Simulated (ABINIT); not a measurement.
# Cl (Cmce): G0W0 with ABINIT, start to end

Wanted: ground state, empty states, screening and self-energy for Cl (Cmce).

Program: ABINIT 10.8.3. Level of theory: PBE and many-body steps on it, plane waves. Results are calculated unless marked as measured.

### 1. Set-up

The structure is orthorhombic, space group Cmce (No. 64). The conventional cell has a = 6.290 Å, b = 4.500 Å, c = 8.210 Å, α = 90.00°, β = 90.00°, γ = 90.00°. Nearest to Cl lie 1 Cl at 2.02 Å.

The cell and positions come from the Crystallography Open Database and are kept as given unless a step says otherwise.

### 2. Ground state

This step: ABINIT 10.8.3; DFT, PBE, plane waves, norm-conserving pseudopotentials.

The ground-state density comes first.

run.abi

```
acell 3*1.0 Angstrom
rprim 
  3.145000000000 -2.250000000000 0.000000000000
  3.145000000000 2.250000000000 0.000000000000
  0.000000000000 0.000000000000 8.210000000000
ntypat 1
znucl 17
natom 4
typat 1 1 1 1
xred 
  0.870000000000 0.130000000000 0.100000000000
  0.630000000000 0.370000000000 0.600000000000
  0.130000000000 0.870000000000 0.900000000000
  0.370000000000 0.630000000000 0.400000000000
pp_dirpath "pseudos"
pseudos "Cl.upf"
ecut 25
ngkpt 6 6 4
nshiftk 1
shiftk 0 0 0
kptopt 1
chksymbreak 0
nband 20
occopt 1
tolvrs 1e-10
nstep 60
prtwf 0
optforces 0
optstress 0
indata_prefix "in"
outdata_prefix "out"
tmpdata_prefix "tmp"
```

On the command line:

```console
$ OMP_NUM_THREADS=1 mpirun -n 8 abinit run.abi > log
```

Numbers of over 12 decimals in the logs are rounded to 6 here.

Output:

```text
.Version 10.8.3 of ABINIT. v10.8.2 released Aug 2026.

 Symmetries : space group Cm c a (# 64); Bravais oC (1-face-center ortho.)
================================================================================
 Values of the parameters that define the memory need of the present run
     intxc =       0    ionmov =       0      iscf =       7    lmnmax =       6
     lnmax =       6     mgfft =      72  mpssoang =       3    mqgrid =    3493
     natom =       4  nloc_mem =       1    nspden =       1   nspinor =       1
    nsppol =       1      nsym =       8    n1xccc =    2501    ntypat =       1
    occopt =       1   xclevel =       2
-    mband =          20        mffmem =           1         mkmem =           5
       mpw =        4710          nfft =       93312          nkpt =          39
================================================================================
  Rough estimation (10% accuracy) of disk space for files :
================================================================================

--------------------------------------------------------------------------------
------------- Echo of variables that govern the present computation ------------
--------------------------------------------------------------------------------
 -outvars: echo values of preprocessed input variables --------
            acell      1.8897261259E+00  1.8897261259E+00  1.8897261259E+00 Bohr

      chksymbreak           0
             ecut      2.50000000E+01 Hartree
-          fftalg         312

              ixc     -101130
              kpt      0.00000000E+00  0.00000000E+00  0.00000000E+00
                       1.66666667E-01  0.00000000E+00  0.00000000E+00
                       3.33333333E-01  0.00000000E+00  0.00000000E+00
                       5.00000000E-01  0.00000000E+00  0.00000000E+00
                       1.66666667E-01  1.66666667E-01  0.00000000E+00
                       3.33333333E-01  1.66666667E-01  0.00000000E+00
                       5.00000000E-01  1.66666667E-01  0.00000000E+00
                      -3.33333333E-01  1.66666667E-01  0.00000000E+00
                      -1.66666667E-01  1.66666667E-01  0.00000000E+00
   [... 28 further rows ...]
                      -3.33333333E-01  3.33333333E-01  5.00000000E-01
                       5.00000000E-01  5.00000000E-01  5.00000000E-01
         kptrlatt        6    0    0      0    6    0      0    0    4
          kptrlen      4.38451851E+01
P           mkmem           5
            natom           4
            nband          20
            ngfft          36      36      72
             nkpt          39
            nstep          60
             nsym           8
           ntypat           1
              occ      2.000000  2.000000  2.000000  2.000000  2.000000  2.000000
                       2.000000  2.000000  2.000000  2.000000  2.000000  2.000000
                       2.000000  2.000000  0.000000  0.000000  0.000000  0.000000
                       0.000000  0.000000
        optforces           0
        optstress           0
            prtwf           0
            rprim      3.1450000000E+00 -2.2500000000E+00  0.0000000000E+00
[...]
spgroup          64

           tolvrs      1.00000000E-10

             xred      8.7000000000E-01  1.3000000000E-01  1.0000000000E-01
[...]
znucl       17.00000

================================================================================

 chkinp: Checking input parameters for consistency.

================================================================================
== DATASET  1 ==================================================================
-   mpi_nproc: 8, omp_nthreads: 1 (-1 if OMP is not activated)

--- !DatasetInfo
iteration_state: {dtset: 1, }
dimensions: {natom: 4, nkpt: 39, mband: 20, nsppol: 1, nspinor: 1, nspden: 1, mpw: 4710, }
cutoff_energies: {ecut:  25.0, pawecutdg:  -1.0, }
electrons: {nelect:   2.80000000E+01, charge:   0.00000000E+00, occopt:   1.00000000E+00, tsmear:   1.00000000E-02, }

 Real(R)+Recip(G) space primitive vectors, cartesian coordinates (Bohr,Bohr^-1):
 R(1)=  5.9431887 -4.2518838  0.0000000  G(1)=  0.0841299 -0.1175949  0.0000000
 R(2)=  5.9431887  4.2518838  0.0000000  G(2)=  0.0841299  0.1175949  0.0000000
 R(3)=  0.0000000  0.0000000 15.5146515  G(3)=  0.0000000  0.0000000  0.0644552
 Unit cell volume ucvol=  7.8410265E+02 bohr^3
 Angles (23,13,12)=  9.00000000E+01  9.00000000E+01  7.11614758E+01 degrees

 getcut: wavevector=  0.0000  0.0000  0.0000  ngfft=  36  36  72
         ecut(hartree)=     25.000   => boxcut(ratio)=   2.06184

--- Pseudopotential description ------------------------------------------------
- Cl Generated using ONCVPSP code by D. R. Hamann
- 17.00000   7.00000  171031                  znucl, zion, pspdat
12 -101130 2 -1 1028                          pspcod,pspxc,lmax,lloc,mmax
     nproj     2     2     2
  pspatm : epsatm=    9.12776517
         --- l  ekb(1:nproj) -->
[...]
pspatm: atomic psp has been read  and splines computed

   1.02230970E+03                                ecore*ucvol(ha*bohr**3)
--------------------------------------------------------------------------------

_setup2: Arith. and geom. avg. npw (full set) are    4682.410    4682.398

================================================================================

--- !BeginCycle
iteration_state: {dtset: 1, }
solver: {iscf: 7, nstep: 60, nline: 4, wfoptalg: 0, }
tolerances: {tolvrs: 1.00E-10, }

     iter   Etot(hartree)      deltaE(h)  residm     vres2
 ETOT  1  -65.563016520983    -6.556E+01 3.387E-02 2.238E+01
 ETOT  2  -65.589223611204    -2.621E-02 7.050E-03 1.956E+00
 ETOT  3  -65.589587263899    -3.637E-04 4.864E-03 1.545E-01
 ETOT  4  -65.589621889147    -3.463E-05 2.148E-03 4.225E-02
 ETOT  5  -65.589627101151    -5.212E-06 9.614E-04 1.292E-03
 ETOT  6  -65.589627199638    -9.849E-08 2.168E-03 7.950E-05
 ETOT  7  -65.589627205584    -5.946E-09 6.894E-04 1.991E-06
 ETOT  8  -65.589627205739    -1.545E-10 6.133E-04 2.591E-07
 ETOT  9  -65.589627205778    -3.976E-11 3.831E-04 4.428E-09
 ETOT 10  -65.589627205781    -2.217E-12 2.141E-04 2.506E-10
 ETOT 11  -65.589627205780     9.095E-13 1.255E-04 5.578E-12

 At SCF step   11       vres2   =  5.58E-12 < tolvrs=  1.00E-10 =>converged.

--- !ResultsGS
iteration_state: {dtset: 1, }
comment   : Summary of ground state results
lattice_vectors:
- [  5.9431887,  -4.2518838,   0.0000000, ]
- [  5.9431887,   4.2518838,   0.0000000, ]
- [  0.0000000,   0.0000000,  15.5146515, ]
lattice_lengths: [   7.30753,    7.30753,   15.51465, ]
lattice_angles: [ 90.000,  90.000,  71.161, ] # degrees, (23, 13, 12)
lattice_volume:   7.8410265E+02
convergence: {deltae:  9.095E-13, res2:  5.578E-12, residm:  1.255E-04, diffor:  0.000E+00, }
etotal    :  -6.55896272E+01
entropy   :   0.00000000E+00
fermie    :  -3.02756789E-02
cartesian_stress_tensor: null
pressure_GPa: null
xred      :
- [  8.7000E-01,   1.3000E-01,   1.0000E-01, Cl]
- [  6.3000E-01,   3.7000E-01,   6.0000E-01, Cl]
- [  1.3000E-01,   8.7000E-01,   9.0000E-01, Cl]
- [  3.7000E-01,   6.3000E-01,   4.0000E-01, Cl]
cartesian_forces: null
force_length_stats: {min: null, max: null, mean: null, }

 Integrated electronic density in atomic spheres:
 ------------------------------------------------
 Atom  Sphere_radius  Integrated_density
[...]
4        2.00000          4.99274342
================================================================================

 ----iterations are completed or convergence reached----

 Mean square residual over all n,k,spin=   23.421E-08; max=  12.545E-05
 reduced coordinates (array xred) for    4 atoms
       0.870000000000      0.130000000000      0.100000000000
       0.630000000000      0.370000000000      0.600000000000
       0.130000000000      0.870000000000      0.900000000000
       0.370000000000      0.630000000000      0.400000000000
 rms dE/dt=  0.0000E+00; max dE/dt=  0.0000E+00; dE/dt below (all hartree)
    1       0.000000000000      0.000000000000      0.000000000000
    2       0.000000000000      0.000000000000      0.000000000000
    3       0.000000000000      0.000000000000      0.000000000000
    4       0.000000000000      0.000000000000      0.000000000000

 cartesian coordinates (angstrom) at end:
    1      3.145000    -1.665000     0.821000
    2      3.145000    -0.585000     4.926000
    3      3.145000     1.665000     7.389000
    4      3.145000     0.585000     3.284000
 length scales=  1.889726125908  1.889726125908  1.889726125908 bohr
              =  1.000000000000  1.000000000000  1.000000000000 angstroms
 prteigrs : about to open file out_EIG
 Fermi (or HOMO) energy (hartree) =  -0.03028   Average Vxc (hartree)=  -0.28844
 Eigenvalues (hartree) for nkpt=  39  k points:
 kpt#   1, nband= 20, wtk=  0.00694, kpt=  0.0000  0.0000  0.0000 (reduced coord)
  -0.64091   -0.63353   -0.49406   -0.47435   -0.22600   -0.19657   -0.12661   -0.12203
  -0.10941   -0.10909   -0.05601   -0.04507   -0.03565   -0.03234    0.06046    0.08112
   0.22390    0.24601    0.29106    0.33966
 prteigrs : prtvol=0 or 1, do not print more k-points.

--- !EnergyTerms
iteration_state     : {dtset: 1, }
comment             : Components of total free energy in Hartree
kinetic             :  2.21312281786970E+01
hartree             :  1.26113106288632E+01
xc                  : -1.77898133417971E+01
Ewald energy        : -4.52935173226236E+01
psp_core            :  1.30379574154858E+00
local_psp           : -4.74110710612954E+01
non_local_psp       :  8.85843997082754E+00
total_energy        : -6.55896272057798E+01
total_energy_eV     : -1.78478467962638E+03
band_energy         : -6.75520836384941E+00

== END DATASET(S) ==============================================================
================================================================================

 -outvars: echo values of variables after computation  --------
           etotal     -6.5589627206E+01
            nband          20
             nkpt          39
          spgroup          64
 [... the other variables as echoed above ...]

 Calculation completed.
```

Wall time 28 s (8 MPI ranks of Arm Neoverse N1, shared host); peak memory 0.65 GiB; 3.7 min of CPU time.

This step gave:

- total energy: -1784.7847 eV
- gap: 2.469 eV
- k of the valence top: 0.5, 0.5, 0
- k of the conduction bottom: 0, 0, 0
- least direct gap: 2.525 eV

The gap is indirect, with the least direct gap 0.06 eV higher.

[end of part 1 of 3]

[Paths, hosts, dates, memory and timing lines, banners, echoed tables and standing remarks are left out of the program output.]

[Logs are printed without paths, hosts, clocks, repeated set-up lines and the standing remarks that a program may print on its own settings, such as how far it seeks lower states.]

[Runs of the session that timed out or met a known fault of the program may be left out.]

[Hosts, paths, dates, database ids (printed as entryN), source tags and the programs' standing remarks are cut or masked in the printed files.]

[G0W0 gaps are taken among the corrected bands and points alone; a level outside them can change the order at an edge.]

[Where Ansatz stands beside ABINIT at settings called matched, ABINIT's density can come from a denser mesh and the files from another edition; pairs whose starting gaps differed by over 0.03 eV were left out, so agreement reads better than it is.]
